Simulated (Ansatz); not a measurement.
# AgGeF3 (model cell, started as cubic perovskite with Ge in the octahedra): a soft mode frozen in, part 2 of 3

Which phase does AgGeF3 (model cell, started as cubic perovskite with Ge in the octahedra) fall into along its unstable mode, and how much energy does it gain?

Ansatz 0.2.0; DFT PBEsol, scalar-relativistic, plane waves, PAW; PAW set soft_1.

So far, highest frequency on the path or at a solved wavevector (cm⁻¹): step 2 (response at finite wavevector) 344. Also lowest frequency on the path (cm⁻¹): step 2 -190.

The structure was built from a prototype and need not be the compound's stable phase.

### Step 4. The mode frozen in, largest atomic shift 0.22 Å

The atoms are moved along the unstable eigenvector, the largest shift by 0.22 Å, with the cell fixed.

The input, input.yaml:

```yaml
crystal:
  lattice:
    - [4.2639971677, 0.0, 0.0]
    - [0.0, 4.2639971677, 0.0]
    - [0.0, 0.0, 8.5279943354]
  atoms:
    - { symbol: Ag, position: [0.0, 0.0, 0.0] }
    - { symbol: Ag, position: [0.0, 0.0, 0.5] }
    - { symbol: Ge, position: [0.4983938117, 0.5043719078, 0.25] }
    - { symbol: Ge, position: [0.5016061883, 0.4956280922, 0.75] }
    - { symbol: F, position: [0.5, 0.5, 0.0] }
    - { symbol: F, position: [0.5, 0.5, 0.5] }
    - { symbol: F, position: [0.4933981056, -0.0511706597, 0.25] }
    - { symbol: F, position: [0.5066018944, 0.0511706597, 0.75] }
    - { symbol: F, position: [0.0187995077, 0.5179697945, 0.25] }
    - { symbol: F, position: [-0.0187995077, 0.4820302055, 0.75] }
kpoints:
  mp_grid: { grid: [8, 8, 4] }
hamiltonian:
  xc: pbesol
  pseudopotentials: { kind: paw, azcp: { folder: soft_1 }, xc_functional: pbe }
scf:
  occupations: { method: methfessel_paxton, width: 0.2 }
output:
  forces: true
  stress: true
  eigenvalues: true
```

The run is started by

```sh
> ansatz run input.yaml --threads 4 --pin off --max-ram 16384MiB --backend cpu --events-out ev --progress --plain --runs-dir out
```

Numbers of over 12 decimals in the logs are rounded to 6 here.

Output:

```text
[...]
Crystal: 10 atoms, lattice volume = 155.053 Å³
Basis set: ecut = 420 eV, 3013 PW (Γ), exchange–correlation on 60×60×120 points (8 copies of the dense FFT grid, shifted against one another)
Bands: 65, of which v1, the nominal top of the filled ones, is band 54 counted from 1 (53 counted from 0)
Symmetry: 4 space group operations
[...]
k-points: 102 of 256
[...]
k-point 0: bands = [... 50 lower, 3.8278, 3.9031, 3.9656, 5.6218, 6.9295, 8.0545, 11.4931, 12.4706, ... 7 higher]
  k-point 1: bands = [... 50 lower, 3.7835, 3.8620, 3.9187, 5.1621, 7.0946, 7.9310, 11.5571, 13.1927, ... 7 higher]
  k-point 2: bands = [... 50 lower, 3.7974, 3.7974, 4.1995, 4.1995, 7.5132, 7.5132, 12.2457, 12.2457, ... 7 higher]
  k-point 101: bands = [... 50 lower, 3.7969, 3.7969, 7.4325, 7.4325, 8.6566, 8.6566, 10.4368, 10.4368, ... 7 higher]
[key lines of the parts left out:]
SCF converged after 9 iterations
Free energy (F): -28351.317814 eV
Fermi energy:    7.443527 eV
P = ⅓ Tr σ = 1.1465 GPa (11.465 kbar)
```

It took 15 s on 4 threads of Arm Neoverse V2, shared host; peak memory 0.96 GiB; 58 s of CPU time.

Numbers from this step:

```
pressure                         : 1.147 GPa
energy from the undistorted cell : -7.194 meV/atom
```

The energy, extrapolated to zero smearing, is -7.19 meV/atom against the undistorted cell.

The run ends at a pressure of 1.15 GPa, with forces up to 0.40 eV/Å.

### Step 5. Energy along the mode, all amplitudes (two of the runs are shown above)

An imaginary frequency means negative curvature, so the energy should fall and then rise again as anharmonic terms take over.

This step gave:

* depth at the lowest point sampled: 7.194 meV/atom
* largest atomic shift at that point: 0.22 Å

The energy from the parent by largest atomic shift:

```csv
largest atomic shift (Å),energy from the parent (meV/atom)
0.000,0
0.040,-0.487
0.080,-1.84
0.140,-4.78
0.220,-7.19
0.320,3.17
0.450,77.1
```

Displacement at unit largest shift by atom:

```csv
atom,x (Å),y (Å),z (Å),size
Ag1,0.00,0.00,0.00,0.00
Ag2,0.00,0.00,0.00,0.00
Ge3,-0.03,0.09,0.00,0.09
Ge4,0.03,-0.09,0.00,0.09
F5,0.00,0.00,0.00,0.00
F6,0.00,0.00,0.00,0.00
F7,-0.13,-0.99,0.00,1.00
F8,0.13,0.99,0.00,1.00
F9,0.36,0.35,0.00,0.50
F10,-0.36,-0.35,0.00,0.50
```

The lowest of the steps tried is at 0.22 Å, 7.19 meV/atom below the parent; the bottom of the well need not coincide with a step.

### Step 6. Relaxing from the distorted cell

Starting from the lowest point found, all atoms and the cell are let go, so that strain and other modes of the same symmetry can join in.

input.yaml: that of step 4 with these lines changed.

```diff
@@ -27 +27,6 @@
   eigenvalues: true
+relax:
+  adjacent_minimum: "off"
+  f_tol: 0.002
+  max_steps: 120
+  cell: { stress_tol: 0.03 }
```

Output:

```text
[...]
Crystal: 10 atoms, lattice volume = 155.053 Å³
Basis set: ecut = 420 eV, 3013 PW (Γ), exchange–correlation on 60×60×120 points (8 copies of the dense FFT grid, shifted against one another)
Bands: 65, of which v1, the nominal top of the filled ones, is band 54 counted from 1 (53 counted from 0)
Symmetry: 4 space group operations
[...]
k-points: 102 of 256
[...]
SCF iter   1: F=—  HF=-28368.102195 eV  |F-HF|=—  |Δ(HF+E_count)|=         —  Δρ=2.12e-1  dr2=6.76e1  ethr=3.10e-3  ⟨swp⟩=5.7  Hψ=22523  notcnv=0  defer=6
[...]
SCF iter   9: F=-28351.317814 eV  HF=-28351.317814 eV  |F-HF|=9.92e-8  |Δ(HF+E_count)|=   1.70e-6  S|Δr|=    0.00e0  Δρ=7.81e-6  dr2=5.56e-8  ethr=9.26e-11  ⟨swp⟩=9.9  Hψ=36682  notcnv=0
SCF 1 converged in 9 iterations: F = -28351.317814 eV  dr2 = 5.56e-8
[...]
relax step   1: F+E_penalty+E_count = -28351.31781446 eV  Δ(F+E_penalty+E_count) = +0.000e0 eV  max|allowed force component| = 4.012e-1 eV/Å  Δτ_max = 0.0000 Å  P = +1.147 GPa  Ω = 155.053 Å³  (9 SCF iters, dr2 threshold 1.00e-7 eV, accepted)
Crystal: 10 atoms, lattice volume = 157.563 Å³
Basis set: ecut = 420 eV, 3069 PW (Γ), exchange–correlation on 60×60×120 points (8 copies of the dense FFT grid, shifted against one another)
[...]
SCF iter   7: F=-28351.380442 eV  HF=-28351.380442 eV  |F-HF|=1.87e-8  |Δ(HF+E_count)|=   7.78e-7  S|Δr|=    0.00e0  Δρ=6.16e-6  dr2=3.04e-8  ethr=9.26e-10  ⟨swp⟩=8.0  Hψ=25988  notcnv=0
SCF 2 converged in 7 iterations: F = -28351.380442 eV  dr2 = 3.04e-8
relax step   2: F+E_penalty+E_count = -28351.38044200 eV  Δ(F+E_penalty+E_count) = -6.263e-2 eV  max|allowed force component| = 1.906e-1 eV/Å  Δτ_max = 0.0697 Å  P = -0.024 GPa  Ω = 157.563 Å³  energy of the carried Pulay correction = -4.930e-3 eV  (7 SCF iters, dr2 threshold 1.00e-6 eV, accepted)
Crystal: 10 atoms, lattice volume = 160.184 Å³
Basis set: ecut = 420 eV, 3107 PW (Γ), exchange–correlation on 60×60×120 points (8 copies of the dense FFT grid, shifted against one another)
[...]
SCF iter  10: F=-28351.573367 eV  HF=-28351.573368 eV  |F-HF|=4.14e-7  |Δ(HF+E_count)|=   5.10e-7  S|Δr|=    0.00e0  Δρ=2.41e-5  dr2=9.91e-7  ethr=9.26e-10  ⟨swp⟩=6.1  Hψ=28659  notcnv=0
SCF 3 converged in 10 iterations: F = -28351.573367 eV  dr2 = 9.91e-7
relax step   3: F+E_penalty+E_count = -28351.57336732 eV  Δ(F+E_penalty+E_count) = -1.929e-1 eV  max|allowed force component| = 3.664e-1 eV/Å  Δτ_max = 0.1820 Å  P = -2.194 GPa  Ω = 160.184 Å³  energy of the carried Pulay correction = -9.996e-3 eV  (10 SCF iters, dr2 threshold 1.00e-6 eV, accepted)
[... from here on, the SCF cycles and remarks between the steps are left out ...]
relax step   4: F+E_penalty+E_count = -28351.83268908 eV  Δ(F+E_penalty+E_count) = -2.593e-1 eV  max|allowed force component| = 8.021e-1 eV/Å  Δτ_max = 0.1538 Å  P = -4.225 GPa  Ω = 159.108 Å³  energy of the carried Pulay correction = -7.926e-3 eV  (9 SCF iters, dr2 threshold 1.00e-6 eV, accepted)
relax step   5: F+E_penalty+E_count = -28352.24291333 eV  Δ(F+E_penalty+E_count) = -4.102e-1 eV  max|allowed force component| = 4.135e-1 eV/Å  Δτ_max = 0.0760 Å  P = -2.822 GPa  Ω = 152.050 Å³  energy of the carried Pulay correction = +6.005e-3 eV  (8 SCF iters, dr2 threshold 1.00e-6 eV, accepted)
relax step   6: F+E_penalty+E_count = -28352.53328939 eV  Δ(F+E_penalty+E_count) = -2.904e-1 eV  max|allowed force component| = 2.944e-1 eV/Å  Δτ_max = 0.0492 Å  P = -0.052 GPa  Ω = 144.555 Å³  energy of the carried Pulay correction = +2.152e-2 eV  (8 SCF iters, dr2 threshold 1.00e-6 eV, accepted)
relax step   7: F+E_penalty+E_count = -28352.62930555 eV  Δ(F+E_penalty+E_count) = -9.602e-2 eV  max|allowed force component| = 2.297e-1 eV/Å  Δτ_max = 0.1308 Å  P = +0.193 GPa  Ω = 142.306 Å³  energy of the carried Pulay correction = +2.632e-2 eV  (7 SCF iters, dr2 threshold 1.00e-6 eV, accepted)
relax step   8: F+E_penalty+E_count = -28352.65087857 eV  Δ(F+E_penalty+E_count) = -2.157e-2 eV  max|allowed force component| = 4.680e-2 eV/Å  Δτ_max = 0.0335 Å  P = +0.076 GPa  Ω = 143.501 Å³  energy of the carried Pulay correction = +2.376e-2 eV  (7 SCF iters, dr2 threshold 1.00e-6 eV, accepted)
relax step   9: F+E_penalty+E_count = -28352.65298107 eV  Δ(F+E_penalty+E_count) = -2.102e-3 eV  max|allowed force component| = 1.343e-2 eV/Å  Δτ_max = 0.0222 Å  P = -0.070 GPa  Ω = 143.684 Å³  energy of the carried Pulay correction = +2.337e-2 eV  (6 SCF iters, dr2 threshold 5.28e-7 eV, accepted)
relax step  10: F+E_penalty+E_count = -28352.65328663 eV  Δ(F+E_penalty+E_count) = -3.056e-4 eV  max|allowed force component| = 3.340e-3 eV/Å  Δτ_max = 0.0061 Å  P = +0.014 GPa  Ω = 143.584 Å³  energy of the carried Pulay correction = +2.358e-2 eV  (6 SCF iters, dr2 threshold 5.33e-8 eV, accepted)
relax step  11: F+E_penalty+E_count = -28352.65324928 eV  Δ(F+E_penalty+E_count) = +3.735e-5 eV  max|allowed force component| = 1.246e-3 eV/Å  Δτ_max = 0.0021 Å  P = -0.008 GPa  Ω = 143.605 Å³  energy of the carried Pulay correction = +2.354e-2 eV  (7 SCF iters, dr2 threshold 6.97e-10 eV, accepted)
relax step  12: F+E_penalty+E_count = -28352.86137430 eV  Δ(F+E_penalty+E_count) = -2.081e-1 eV  max|allowed force component| = 4.793e-3 eV/Å  Δτ_max = 0.0000 Å  P = +1.768 GPa  Ω = 143.605 Å³  stress off target by 4.84e0 GPa  SCF on the basis re-selected at this cell (its energy is not comparable with the rows above)  (10 SCF iters)
relax step  13: F+E_penalty+E_count = -28352.96380033 eV  Δ(F+E_penalty+E_count) = -1.024e-1 eV  max|allowed force component| = 3.043e-2 eV/Å  Δτ_max = 0.0626 Å  P = +1.136 GPa  Ω = 146.662 Å³  energy of the carried Pulay correction = -6.953e-3 eV  (7 SCF iters, dr2 threshold 1.00e-6 eV, accepted)
relax step  14: F+E_penalty+E_count = -28353.00403049 eV  Δ(F+E_penalty+E_count) = -4.023e-2 eV  max|allowed force component| = 5.829e-2 eV/Å  Δτ_max = 0.0532 Å  P = -0.023 GPa  Ω = 152.027 Å³  energy of the carried Pulay correction = -1.845e-2 eV  (7 SCF iters, dr2 threshold 1.00e-6 eV, accepted)
relax step  15: F+E_penalty+E_count = -28353.00841800 eV  Δ(F+E_penalty+E_count) = -4.388e-3 eV  max|allowed force component| = 2.329e-2 eV/Å  Δτ_max = 0.0402 Å  P = +0.283 GPa  Ω = 151.796 Å³  energy of the carried Pulay correction = -1.812e-2 eV  (7 SCF iters, dr2 threshold 2.59e-7 eV, accepted)
relax step  16: F+E_penalty+E_count = -28353.00918517 eV  Δ(F+E_penalty+E_count) = -7.672e-4 eV  max|allowed force component| = 2.595e-2 eV/Å  Δτ_max = 0.0211 Å  P = +0.160 GPa  Ω = 152.247 Å³  energy of the carried Pulay correction = -1.911e-2 eV  (6 SCF iters, dr2 threshold 4.49e-7 eV, accepted)
relax step  17: F+E_penalty+E_count = -28353.00896820 eV  Δ(F+E_penalty+E_count) = +2.170e-4 eV  max|allowed force component| = 1.180e-2 eV/Å  Δτ_max = 0.0180 Å  P = -0.011 GPa  Ω = 152.559 Å³  energy of the carried Pulay correction = -1.980e-2 eV  (7 SCF iters, dr2 threshold 1.12e-7 eV, accepted)
relax step  18: F+E_penalty+E_count = -28353.00897459 eV  Δ(F+E_penalty+E_count) = -6.389e-6 eV  max|allowed force component| = 1.191e-3 eV/Å  Δτ_max = 0.0028 Å  P = +0.002 GPa  Ω = 152.578 Å³  energy of the carried Pulay correction = -1.983e-2 eV  (6 SCF iters, dr2 threshold 8.70e-9 eV, accepted)
relax step  19: F+E_penalty+E_count = -28353.06427061 eV  Δ(F+E_penalty+E_count) = -5.530e-2 eV  max|allowed force component| = 2.322e-3 eV/Å  Δτ_max = 0.0000 Å  P = +0.579 GPa  Ω = 152.578 Å³  stress off target by 1.29e0 GPa  SCF on the basis re-selected at this cell (its energy is not comparable with the rows above)  (8 SCF iters)
relax step  20: F+E_penalty+E_count = -28353.07521869 eV  Δ(F+E_penalty+E_count) = -1.095e-2 eV  max|allowed force component| = 1.423e-2 eV/Å  Δτ_max = 0.0178 Å  P = +0.215 GPa  Ω = 155.528 Å³  energy of the carried Pulay correction = -6.935e-3 eV  (6 SCF iters, dr2 threshold 1.00e-6 eV, accepted)
relax step  21: F+E_penalty+E_count = -28353.07393485 eV  Δ(F+E_penalty+E_count) = +1.284e-3 eV  max|allowed force component| = 3.442e-2 eV/Å  Δτ_max = 0.0127 Å  P = +0.103 GPa  Ω = 157.784 Å³  energy of the carried Pulay correction = -1.307e-2 eV  (6 SCF iters, dr2 threshold 6.38e-7 eV, accepted)
relax step  22: F+E_penalty+E_count = -28353.07287407 eV  Δ(F+E_penalty+E_count) = +1.061e-3 eV  max|allowed force component| = 1.140e-2 eV/Å  Δτ_max = 0.0063 Å  P = -0.010 GPa  Ω = 158.271 Å³  energy of the carried Pulay correction = -1.455e-2 eV  (6 SCF iters, dr2 threshold 8.24e-8 eV, accepted)
relax step  23: F+E_penalty+E_count = -28353.07279173 eV  Δ(F+E_penalty+E_count) = +8.234e-5 eV  max|allowed force component| = 1.984e-3 eV/Å  Δτ_max = 0.0020 Å  P = +0.003 GPa  Ω = 158.306 Å³  energy of the carried Pulay correction = -1.465e-2 eV  (6 SCF iters, dr2 threshold 8.12e-9 eV, accepted)
relax step  24: F+E_penalty+E_count = -28353.09194709 eV  Δ(F+E_penalty+E_count) = -1.916e-2 eV  max|allowed force component| = 2.387e-3 eV/Å  Δτ_max = 0.0000 Å  P = +0.074 GPa  Ω = 158.306 Å³  stress off target by 2.81e-1 GPa  SCF on the basis re-selected at this cell (its energy is not comparable with the rows above)  (8 SCF iters)
relax step  25: F+E_penalty+E_count = -28353.09148241 eV  Δ(F+E_penalty+E_count) = +4.647e-4 eV  max|allowed force component| = 6.936e-3 eV/Å  Δτ_max = 0.0067 Å  P = +0.104 GPa  Ω = 159.184 Å³  energy of the carried Pulay correction = -1.921e-3 eV  (6 SCF iters, dr2 threshold 1.97e-7 eV, accepted)
relax step  26: F+E_penalty+E_count = -28353.08976204 eV  Δ(F+E_penalty+E_count) = +1.720e-3 eV  max|allowed force component| = 1.034e-2 eV/Å  Δτ_max = 0.0070 Å  P = -0.023 GPa  Ω = 160.048 Å³  energy of the carried Pulay correction = -3.819e-3 eV  (7 SCF iters, dr2 threshold 3.25e-8 eV, accepted)
relax step  27: F+E_penalty+E_count = -28353.08995558 eV  Δ(F+E_penalty+E_count) = -1.935e-4 eV  max|allowed force component| = 1.894e-3 eV/Å  Δτ_max = 0.0013 Å  P = +0.008 GPa  Ω = 160.002 Å³  energy of the carried Pulay correction = -3.757e-3 eV  (5 SCF iters, dr2 threshold 3.73e-8 eV, accepted)
relax step  28: F+E_penalty+E_count = -28353.09424200 eV  Δ(F+E_penalty+E_count) = -4.286e-3 eV  max|allowed force component| = 1.914e-3 eV/Å  Δτ_max = 0.0000 Å  P = +0.019 GPa  Ω = 160.002 Å³  stress off target by 7.27e-2 GPa  SCF on the basis re-selected at this cell (its energy is not comparable with the rows above)  (7 SCF iters)
relax step  29: F+E_penalty+E_count = -28353.09366966 eV  Δ(F+E_penalty+E_count) = +5.723e-4 eV  max|allowed force component| = 2.908e-4 eV/Å  Δτ_max = 0.0020 Å  P = +0.007 GPa  Ω = 160.322 Å³  energy of the carried Pulay correction = -6.748e-4 eV  (6 SCF iters, dr2 threshold 1.32e-8 eV, accepted)
relax step  30: F+E_penalty+E_count = -28353.09341087 eV  Δ(F+E_penalty+E_count) = +2.588e-4 eV  max|allowed force component| = 1.668e-4 eV/Å  Δτ_max = 0.0008 Å  P = +0.001 GPa  Ω = 160.448 Å³  energy of the carried Pulay correction = -9.413e-4 eV  (8 SCF iters, accepted)
[...]
SCF iter   5: F=-28353.094373 eV  HF=-28353.094373 eV  |F-HF|=1.24e-10  |Δ(HF+E_count)|=  2.69e-10  S|Δr|=    0.00e0  Δρ=1.68e-7  dr2=1.90e-11  ethr=1.00e-12  ⟨swp⟩=5.4  Hψ=23512  notcnv=0
SCF 31 converged in 5 iterations: F = -28353.094373 eV  dr2 = 1.90e-11
relax step  31: F+E_penalty+E_count = -28353.09437258 eV  Δ(F+E_penalty+E_count) = -9.617e-4 eV  max|allowed force component| = 2.025e-4 eV/Å  Δτ_max = 0.0000 Å  P = +0.003 GPa  Ω = 160.448 Å³  stress off target by 1.41e-2 GPa  SCF on the basis re-selected at this cell (its energy is not comparable with the rows above)  (5 SCF iters)
[...]
SCF converged after 5 iterations
[...]
Free energy (F): -28353.094373 eV
[...]
Internal energy: -28353.094373 eV  (E = F + TS)
E sigma→0 (E₀):  -28353.094373 eV
Fermi energy:    6.570127 eV
Step filling:    the computed levels leave a gap of 1.8493 eV = 9.2 smearing widths at the electron count; against every level under it full and every level over it empty, smearing changes F+E_penalty+E_count by +5.49e-10 meV and its σ→0 estimate by -5.61e-9 meV
[...]
--- Forces (eV/Å), atoms counted from 1 ---
  atom   1  Ag    -0.00000000     0.00000000     0.00000000
  atom   2  Ag     0.00000000     0.00000000     0.00000000
  atom   3  Ge     0.00014150    -0.00020253    -0.00000000
  atom   4  Ge    -0.00014150     0.00020253     0.00000000
  atom   5  F     -0.00000000     0.00000000    -0.00000000
  atom   6  F      0.00000000     0.00000000    -0.00000000
  atom   7  F      0.00002362     0.00013868     0.00000000
  atom   8  F     -0.00002362    -0.00013868    -0.00000000
  atom   9  F     -0.00008319     0.00003614     0.00000000
  atom  10  F      0.00008319    -0.00003614    -0.00000000
  max |Σ_I F_I| component: 2.71e-20 eV/Å
--- Stress (GPa, compression-positive) ---
        0.004903       0.009395       0.000000
        0.009395       0.004442      -0.000000
        0.000000      -0.000000      -0.000372
  P = ⅓ Tr σ = 0.0030 GPa (0.030 kbar)
--- Band table (eV; the first three rows and the last of 102) ---
  k-point 0: bands = [... 50 lower, 3.5010, 3.5467, 3.7717, 4.1438, 7.4835, 8.5309, 11.2638, 11.5326, ... 7 higher]
  k-point 1: bands = [... 50 lower, 3.5087, 3.5416, 3.8552, 4.1316, 7.7083, 8.4551, 11.2983, 11.4133, ... 7 higher]
  k-point 2: bands = [... 50 lower, 3.5266, 3.5266, 4.0238, 4.0238, 8.1575, 8.1575, 11.1865, 11.1865, ... 7 higher]
  k-point 101: bands = [... 50 lower, 3.4916, 3.4916, 4.6443, 4.6443, 8.7152, 8.7152, 9.4002, 9.4002, ... 7 higher]
--- Relaxed structure (26 steps of the walk, 26 accepted, 5 SCFs on fresh bases) ---
  F+E_penalty+E_count = -28353.09437258 eV   max|allowed force component| = 2.025e-4 eV/Å   (the final SCF, on the basis selected at the relaxed cell)
  cell:  # Å, volume = 160.4485 Å³
    - [4.530281, 1.177511, 0.0]
    - [1.177511, 4.531227, 0.0]
    - [0.0, 0.0, 8.382361]
  atoms:
    - { symbol: Ag, position: [1.1187834727173256e-19, 6.248659964097301e-19, 0] }
    - { symbol: Ag, position: [1.1187834727173256e-19, 6.248659964097301e-19, 0.500000] }
    - { symbol: Ge, position: [0.572938, 0.427007, 0.250000] }
    - { symbol: Ge, position: [0.427062, 0.572993, 0.750000] }
    - { symbol: F, position: [0.500000, 0.5, 0] }
    - { symbol: F, position: [0.500000, 0.5, 0.500000] }
    - { symbol: F, position: [0.454386, -0.139219, 0.250000] }
    - { symbol: F, position: [0.545614, 0.139219, 0.750000] }
    - { symbol: F, position: [0.139125, 0.545392, 0.250000] }
    - { symbol: F, position: [-0.139125, 0.454608, 0.750000] }
```

The job ended after 6.8 min (4 threads; peak memory 1 GiB).

Step by step (22 of 31):

```csv
step,energy less that of the first step (eV),largest force component (eV/Å),pressure (GPa),volume (Å³)
1,0.0000,0.4012,1.15,155.05
2,-0.0626,0.1906,-0.02,157.56
4,-0.5149,0.8021,-4.22,159.11
5,-0.9251,0.4135,-2.82,152.05
7,-1.3115,0.2297,0.19,142.31
8,-1.3331,0.0468,0.08,143.50
10,-1.3355,0.0033,0.01,143.58
11,-1.3354,0.0012,-0.01,143.61
12*,-1.5436,0.0048,1.77,143.61
14,-1.6862,0.0583,-0.02,152.03
15,-1.6906,0.0233,0.28,151.80
17,-1.6912,0.0118,-0.01,152.56
18,-1.6912,0.0012,0.00,152.58
20,-1.7574,0.0142,0.22,155.53
21,-1.7561,0.0344,0.10,157.78
22,-1.7551,0.0114,-0.01,158.27
24*,-1.7741,0.0024,0.07,158.31
25,-1.7737,0.0069,0.10,159.18
27,-1.7721,0.0019,0.01,160.00
28*,-1.7764,0.0019,0.02,160.00
30,-1.7756,0.0002,0.00,160.45
31*,-1.7766,0.0002,0.00,160.45
```

Relaxation steps marked * repeat the geometry before them on a plane-wave basis chosen anew for their cell, so energy and pressure can jump there. Other such steps can lie between the rows shown.

The run keeps the 4 symmetry operations that it works with, so distortions that break them were not tested.

```csv
cell as run,before,after,change
a (Å),4.264,4.681,+9.8 %
b (Å),4.264,4.682,+9.8 %
c (Å),8.528,8.382,-1.7 %
γ (°),90.00,60.86,-32.4 %
volume (Å³/atom),15.51,16.04,+3.5 %
```

The atoms that moved most (Å, as changes of fractional coordinates times the final cell):

```csv
atom,dx,dy,dz,length
F9,0.577,0.266,0.000,0.636
F10,-0.577,-0.266,0.000,0.636
F7,-0.280,-0.445,0.000,0.526
F8,0.280,0.445,0.000,0.526
Ge4,-0.247,0.263,0.000,0.360
Ge3,0.247,-0.263,0.000,0.360
```

The relaxed structure:

```cif
data_structure
_symmetry_space_group_name_H-M 'P 1'
_symmetry_Int_Tables_number 1
_cell_length_a 4.6808
_cell_length_b 4.6817
_cell_length_c 8.3824
_cell_angle_alpha 90.000
_cell_angle_beta 90.000
_cell_angle_gamma 60.863
_cell_volume 160.45
loop_
_atom_site_label
_atom_site_type_symbol
_atom_site_fract_x
_atom_site_fract_y
_atom_site_fract_z
_atom_site_occupancy
Ag1 Ag 0.00000 0.00000 0.00000 1
Ag2 Ag 0.00000 0.00000 0.50000 1
Ge3 Ge 0.57294 0.42701 0.25000 1
Ge4 Ge 0.42706 0.57299 0.75000 1
F5 F 0.50000 0.50000 0.00000 1
F6 F 0.50000 0.50000 0.50000 1
F7 F 0.45439 0.86078 0.25000 1
F8 F 0.54561 0.13922 0.75000 1
F9 F 0.13912 0.54539 0.25000 1
F10 F 0.86088 0.45461 0.75000 1
```

Numbers from this step:

| Item | Value |
| --- | --- |
| pressure | 0.002991 GPa |
| volume per atom | 16.04 Å³ |
| gap on the k-mesh | 1.849 eV |

The distorted start has space group P2_1/m; the relaxation ends in Cmcm.

[end of part 2 of 3]

[Logs are printed without paths, hosts, clocks, repeated set-up lines and the standing remarks that a program may print on its own settings, such as how far it seeks lower states.]

[Hosts, paths, dates, database ids (printed as entryN), source tags and the programs' standing remarks are cut or masked in the printed files.]
